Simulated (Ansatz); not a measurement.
# Tc of LuAs (Fm-3m) from its phonons, part 2 of 2

Aim: the phonon-mediated transition temperature of LuAs (Fm-3m) at ambient pressure, over a range of μ*. The cell shown first is a relaxed one, from steps not shown here.

Ansatz 0.2.0; DFT PBEsol, scalar-relativistic, plane waves, PAW; PAW set soft_1.

So far, log mean phonon energy ħω_log (meV): step 2 (electron–phonon run: q 4×4×4, k 12×12×12, scattering …) 18.1; step 3 (k-mesh 16×16×16, scattering mesh 24×24×24) 18.0.

## (4) Resistivity: q 6×6×6, k 18×18×18, scattering 32×32×32

The next rung changes the q mesh, which sets the reach of the force constants and couplings; the k mesh of the density and its response; the scattering mesh, which samples the Fermi surface.

The input, input.yaml:

```yaml
crystal:
  lattice:
    - [0.0, 2.8046697234, 2.8046697234]
    - [2.8046697234, 0.0, 2.8046697234]
    - [2.8046697234, 2.8046697234, 0.0]
  atoms:
    - { symbol: Lu, position: [0.5, 0.5, 0.5] }
    - { symbol: As, position: [0.0, 0.0, 0.0] }
kpoints:
  mp_grid: { grid: [18, 18, 18] }
hamiltonian:
  xc: pbesol
  pseudopotentials: { kind: paw, azcp: { folder: soft_1 }, xc_functional: pbe }
scf:
  occupations: { method: methfessel_paxton, width: 0.2 }
output:
  eigenvalues: true
phonons:
  method: dfpt
  qmesh: [6, 6, 6]
  temperatures: { t_max: 1000, t_step: 50 }
  qpath:
    path:
      - [[0.0, 0.0, 0.0], [0.5, 0.0, 0.5], [0.625, 0.25, 0.625]]
      - [[0.375, 0.375, 0.75], [0.0, 0.0, 0.0], [0.5, 0.5, 0.5], [0.5, 0.25, 0.75], [0.5, 0.0, 0.5]]
    npoints: 6
  electrical_resistivity:
    mesh: [32, 32, 32]
    temperatures: [20.0, 50.0, 80.0, 100.0, 150.0, 200.0, 273.0, 300.0, 400.0, 500.0, 600.0, 800.0]
  superconductivity: { mesh: [32, 32, 32] }
```

Started as:

```bash
> ansatz run input.yaml --threads 16 --pin off --max-ram 92160MiB --backend cuda --events-out ev --progress --plain --runs-dir out --max-vram 78GiB
```

Numbers of over 12 decimals in the logs are rounded to 6 here.

Log:

```text
[...]
Crystal: 2 atoms, lattice volume = 44.124 Å³
Basis set: ecut = 420 eV, 869 PW (Γ), exchange–correlation on 54×54×54 points (8 copies of the dense FFT grid, shifted against one another)
Bands: 24, of which v1, the nominal top of the filled ones, is band 20 counted from 1 (19 counted from 0)
Symmetry: 48 space group operations
k-points: 195 of 5832
[...]
SCF iter   1: F=—  HF=-19428.704356 eV  |F-HF|=—  |Δ(HF+E_count)|=         —  Δρ=6.10e-2  dr2=1.76e0  ethr=3.10e-3  ⟨swp⟩=5.3  Hψ=22988  notcnv=0
[...]
SCF iter   2: F=—  HF=-19428.269296 eV  |F-HF|=—  |Δ(HF+E_count)|=   4.35e-1  S|Δr|=    0.00e0  Δρ=3.03e-2  dr2=4.07e-1  ethr=3.10e-3  ⟨swp⟩=3.6  Hψ=11078  notcnv=0
[...]
SCF iter  13: F=-19428.067320 eV  HF=-19428.067320 eV  |F-HF|=3.64e-12  |Δ(HF+E_count)|=  6.55e-11  S|Δr|=    0.00e0  Δρ=6.23e-8  dr2=7.30e-13  ethr=1.00e-12  ⟨swp⟩=9.8  Hψ=43863  notcnv=0
SCF 1 converged in 13 iterations: F = -19428.067320 eV  dr2 = 7.30e-13
[...]
SCF iter   2: F=-19428.067320 eV  HF=-19428.067320 eV  |F-HF|=3.64e-12  |Δ(HF+E_count)|=   9.02e-6  S|Δr|=    0.00e0  Δρ=1.35e-7  dr2=4.51e-12  ethr=1.00e-12  ⟨swp⟩=6.4  Hψ=42105  notcnv=0
SCF 2 converged in 2 iterations: F = -19428.067320 eV  dr2 = 4.51e-12
[...]
SCF 3 converged in 13 iterations: F = -19428.067320 eV  dr2 = 7.27e-13
[...]
SCF converged after 13 iterations
[...]
not converged in the mesh (the resistivity at 50 K by 2.38 %; the resistivity at 80 K by 2.71 %; the resistivity at 100 K by 2.80 %; the resistivity at 150 K by 2.90 %; the resistivity at 200 K by 2.93 %; the resistivity at 273 K by 2.96 %; the resistivity at 300 K by 2.96 %; the resistivity at 400 K by 2.95 %; the resistivity at 500 K by 2.92 %; the resistivity at 600 K by 2.86 %; the resistivity at 800 K by 2.74  [...]
  vibrations of 216 cells: unjudged by the run; compare a larger repeat
[...]
--- Superconductivity: potentials and phonons of a 6×6×6 supercell ---
           mesh         λ    ħω_log (meV)  μ* declared at (meV)
       32×32×32    0.1189          18.252               20.586
       16×16×16    0.1182          18.439               20.659
          8×8×8    0.1130          19.088               20.927
  λ by the species' shares of the modes' patterns: Lu 0.0387, As 0.0802
[...]
0.08      0.000         0.000    none_found    none_found    none_found    none_found     none_found
      0.10      0.000         0.000    none_found    none_found    none_found    none_found     none_found
      0.12          -             -    none_found    none_found    none_found    none_found     none_found
      0.13          -             -    none_found    none_found    none_found    none_found     none_found
      0.14          -             -    none_found    none_found    none_found    none_found     none_found
      0.16          -             -    none_found    none_found    none_found    none_found     none_found
      0.20          -             -    none_found    none_found    none_found    none_found     none_found
  none_found: no transition down to 0.1 K
[...]
converged in the mesh: between neighbouring meshes, the two finest first, λ moves by 0.56 % and 4.45 % and the anisotropic transition temperature over the full bandwidth at μ* = 0.13 by nothing (neither mesh has one) and nothing (neither mesh has one); converged means that the two finest part by at most 2.00 % and 5.00 %
  vibrations of 216 cells: unjudged by the run; compare a larger repeat
[...]
```

Elapsed: 2.1 min, on 1 × NVIDIA GB200 with 16 threads of Arm Neoverse V2, shared host; peak memory 14 GiB; 13 min of CPU time.

Numbers from this step:

- zero-point energy: 0.05161 eV/cell
- highest frequency, solved or plainly interpolated: 206.8 cm⁻¹
- resistivity at 300 K: 16.93 μΩ cm
- coupling constant λ: 0.1189
- density of states at the Fermi level: 0.1179 states/eV a spin and cell
- log mean phonon energy ħω_log: 18.25 meV
- transport coupling constant λ_tr: 0.1284, 0.1284, 0.1284 (xx, yy, zz)
- resistivity times mean free path: 45.64, 45.64, 45.64 × 10⁻¹⁶ Ω m² (xx, yy, zz)
- second-moment phonon energy ħω₂: 20.59 meV
- coupling λ by branch: 0.00699, 0.00682, 0.0108, 0.0457, 0.0233, 0.0253 (branches by rank of frequency)

An empty cell: under 1 mK by a formula, or no transition down to the floor of the Eliashberg search. Transition temperatures:

| μ* | McMillan Tc (K) | Allen–Dynes Tc (K) |
| --- | --- | --- |
| 0.08 | - | - |
| 0.1 | - | - |
| 0.12 | - | - |
| 0.13 | - | - |
| 0.14 | - | - |
| 0.16 | - | - |
| 0.2 | - | - |

The Eliashberg function α²F has structure finer than the step of the table below, so its rows give means over 1 meV, whole bins alone (the curve runs from 0.1 to 25.6 meV). Peaks (meV: height): α²F 22.2: 0.867; α²F tr 22.2: 0.804.

Eliashberg function α²F against phonon energy; means over each step:

| phonon energy (meV) | α²F | α²F tr |
| --- | --- | --- |
| 1 | 1.6e-4 | 9.8e-6 |
| 2 | 7.3e-4 | 2.1e-4 |
| 3 | 0.00139 | 8.5e-4 |
| 4 | 0.00206 | 0.00198 |
| 5 | 0.00298 | 0.00326 |
| 6 | 0.00472 | 0.00577 |
| 7 | 0.00646 | 0.00896 |
| 8 | 0.00743 | 0.0106 |
| 9 | 0.0172 | 0.0222 |
| 10 | 0.0177 | 0.0209 |
| 11 | 0.0142 | 0.0167 |
| 12 | 0.00824 | 0.00908 |
| 13 | 0.00890 | 0.00842 |
| 14 | 0.0122 | 0.0112 |
| 15 | 0.00494 | 0.00517 |
| 16 | 0.00125 | 0.00152 |
| 17 | 9.6e-6 | 9.6e-6 |
| 18 | 0 | 0 |
| 19 | 0 | 0 |
| 20 | 0 | 0 |
| 21 | 0.0104 | 0.0161 |
| 22 | 0.602 | 0.622 |
| 23 | 0.264 | 0.275 |
| 24 | 0.166 | 0.192 |
| 25 | 0.0234 | 0.0339 |

The Eliashberg function α²F by phonon energy; read off at these points:

| phonon energy (meV) | α²F | Lu | As |
| --- | --- | --- | --- |
| 0.50 | 0 | 0 | 0 |
| 1.00 | 1.5e-4 | 4.8e-5 | 4.8e-5 |
| 1.50 | 4.0e-4 | 3.0e-4 | 1.0e-4 |
| 2.00 | 7.5e-4 | 5.0e-4 | 2.0e-4 |
| 2.50 | 0.00109 | 7.0e-4 | 3.0e-4 |
| 3.00 | 0.00139 | 9.5e-4 | 4.0e-4 |
| 3.50 | 0.00170 | 0.00120 | 5.0e-4 |
| 4.00 | 0.00204 | 0.00144 | 6.0e-4 |
| 4.50 | 0.00239 | 0.00179 | 6.0e-4 |
| 5.00 | 0.00293 | 0.00219 | 7.4e-4 |
| 5.50 | 0.00377 | 0.00278 | 9.9e-4 |
| 6.00 | 0.00471 | 0.00352 | 0.00114 |
| 6.50 | 0.00567 | 0.00436 | 0.00139 |
| 7.00 | 0.00652 | 0.00498 | 0.00154 |
| 7.50 | 0.00699 | 0.00539 | 0.0016 |
| 8.00 | 0.00734 | 0.00568 | 0.00164 |
| 8.50 | 0.00849 | 0.00661 | 0.00188 |
| 9.00 | 0.0198 | 0.0158 | 0.00404 |
| 9.50 | 0.0196 | 0.0159 | 0.00377 |
| 10.00 | 0.018 | 0.0147 | 0.00326 |
| 10.50 | 0.0146 | 0.0121 | 0.00246 |
| 11.00 | 0.0174 | 0.0147 | 0.00273 |
| 11.50 | 0.00961 | 0.00825 | 0.00135 |
| 12.00 | 0.00797 | 0.00687 | 0.0011 |
| 12.50 | 0.00813 | 0.00705 | 0.0011 |
| 13.00 | 0.00896 | 0.00789 | 0.001 |
| 13.50 | 0.00956 | 0.00864 | 9.0e-4 |
| 14.00 | 0.0118 | 0.0111 | 6.7e-4 |
| 14.50 | 0.0111 | 0.0106 | 4.4e-4 |
| 15.00 | 0.00399 | 0.00372 | 2.0e-4 |
| 15.50 | 0.00221 | 0.00211 | 1.0e-4 |
| 16.00 | 0.00129 | 0.00119 | 0 |
| 16.50 | 9.6e-5 | 9.6e-5 | 0 |
| 17.00 | 0 | 0 | 0 |
| 17.50 | 0 | 0 | 0 |
| 18.00 | 0 | 0 | 0 |
| 18.50 | 0 | 0 | 0 |
| 19.00 | 0 | 0 | 0 |
| 19.50 | 0 | 0 | 0 |
| 20.00 | 0 | 0 | 0 |
| 20.50 | 0 | 0 | 0 |
| 21.00 | 0 | 0 | 0 |
| 21.50 | 0.102 | 0.0221 | 0.0796 |
| 22.00 | 0.865 | 0.169 | 0.696 |
| 22.16 | 0.867 | 0.175 | 0.691 |
| 22.50 | 0.553 | 0.116 | 0.436 |
| 23.00 | 0.211 | 0.0431 | 0.168 |
| 23.50 | 0.160 | 0.0293 | 0.131 |
| 24.00 | 0.190 | 0.0318 | 0.158 |
| 24.50 | 0.0951 | 0.0177 | 0.0773 |
| 25.00 | 0.01000 | 0.00216 | 0.00784 |
| 25.50 | 1.8e-4 | 3.7e-5 | 1.5e-4 |

## (5) What came out

| Quantity | Value |
| --- | --- |
| meshes | q 6×6×6, k 18×18×18, scattering 32×32×32 |
| coupling constant λ | 0.119 |
| log mean phonon energy ħω_log | 18.2 meV |

In words: In the last run (PBEsol, q 6×6×6, k 18×18×18, scattering 32×32×32), with λ = 0.12 and ħω_log = 18.2 meV, Tc at μ* = 0.13 is under 1 mK by the formulas. In that run Allen and Dynes's formula gives no transition above 0.05 K at μ* = 0.10 or more. The run's transport test calls it not converged in the mesh; ρ(300 K) moves by 3 % in the component that moves most. Over the runs, λ takes the values 0.118, 0.119 and 0.119, in the order shown. μ* is a typed number, phonons are harmonic, and spin fluctuations are left out; with λ this near or under μ*(1 + 0.62 λ), the formulas give Tc only to its order of magnitude, or none.

[Logs are printed without paths, hosts, clocks, repeated set-up lines and the standing remarks that a program may print on its own settings, such as how far it seeks lower states.]

[Hosts, paths, dates, database ids (printed as entryN), source tags and the programs' standing remarks are cut or masked in the printed files.]
